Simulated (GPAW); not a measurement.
## C (Fd-3m): refractive index against wavelength

The refractive index of C (Fd-3m) below the direct gap (5.60 eV on the mesh) is read from one computed spectrum, n = √(Re ε).

The structure is cubic, space group Fd-3m (No. 227). The conventional cell has a = 3.567 Å, b = 3.567 Å, c = 3.567 Å, α = 90.00°, β = 90.00°, γ = 90.00°. Around C on site a lie 4 C at 1.54 Å.

Method: GPAW 26.7.0, PBE, RPA, k-mesh 17×17×17, local fields up to 50 eV, Lorentzian half width 0.15 eV.

Launch of the response step: `OMP_NUM_THREADS=1 python df.py`. The run took 14 s, its band step included, on 1 thread of Intel(R) Xeon(R) Platinum 8488C (Sapphire Rapids), on a shared host.

```tsv
wavelength (nm)	photon energy E (eV)	n
700	1.771	2.4325
633	1.959	2.4392
532	2.331	2.4551
450	2.755	2.4775
405	3.061	2.4970
365	3.397	2.5221
308	4.025	?
```

In the single-oscillator model n² − 1 = E₀E_d/(E₀² − E²), so 1/(n² − 1) = E₀/E_d − E²/(E₀E_d) is linear in E².

Working, on the rows shown:

| x = E² (eV²) | y = 1/(n² − 1) |
| --- | --- |
| 3.13716 | 0.203374 |
| 3.83641 | 0.202033 |
| 5.43137 | 0.198905 |
| 7.59115 | 0.194628 |
| 9.37179 | 0.191022 |
| 11.5384 | 0.186533 |

Means: x̄ = 6.8177, ȳ = 0.19608. Σ(x − x̄)(y − ȳ) = -0.1076, Σ(x − x̄)² = 53.76. Slope = -0.1076 / 53.76 = -0.002002; intercept = ȳ − slope · x̄ = 0.20973. Turned back into n, the line misses the rows shown by at most 0.00057.

**Question.** What does the fit predict for the withheld row, and how well does it do?

**Answer.** At x = 16.204 the line gives y = 0.17729, that is 2.5769. The run gave 2.5824, so the extrapolation is off by 0.0055, 4 % of the range in the table.

Refitted with all rows, the slope is -0.002057 and the intercept 0.21005. These give E₀ = √(intercept/−slope) = 10.11 eV and E_d = E₀/intercept = 48.1 eV; E₀ is 1.8 times the direct gap. The electronic limit at long wavelengths, without lattice vibrations, is n = √(1 + 1/intercept) = 2.400. Excitons are left out; PBE gaps are as a rule too small. The values come from a sum over the points of one k-mesh and carry its error, which grows as the direct gap shrinks. The local-field cutoff holds few shells of reciprocal vectors for this small cell, so ε∞ can read a few per cent high.

[Logs are printed without paths, hosts, clocks, repeated set-up lines and the standing remarks that a program may print on its own settings, such as how far it seeks lower states.]
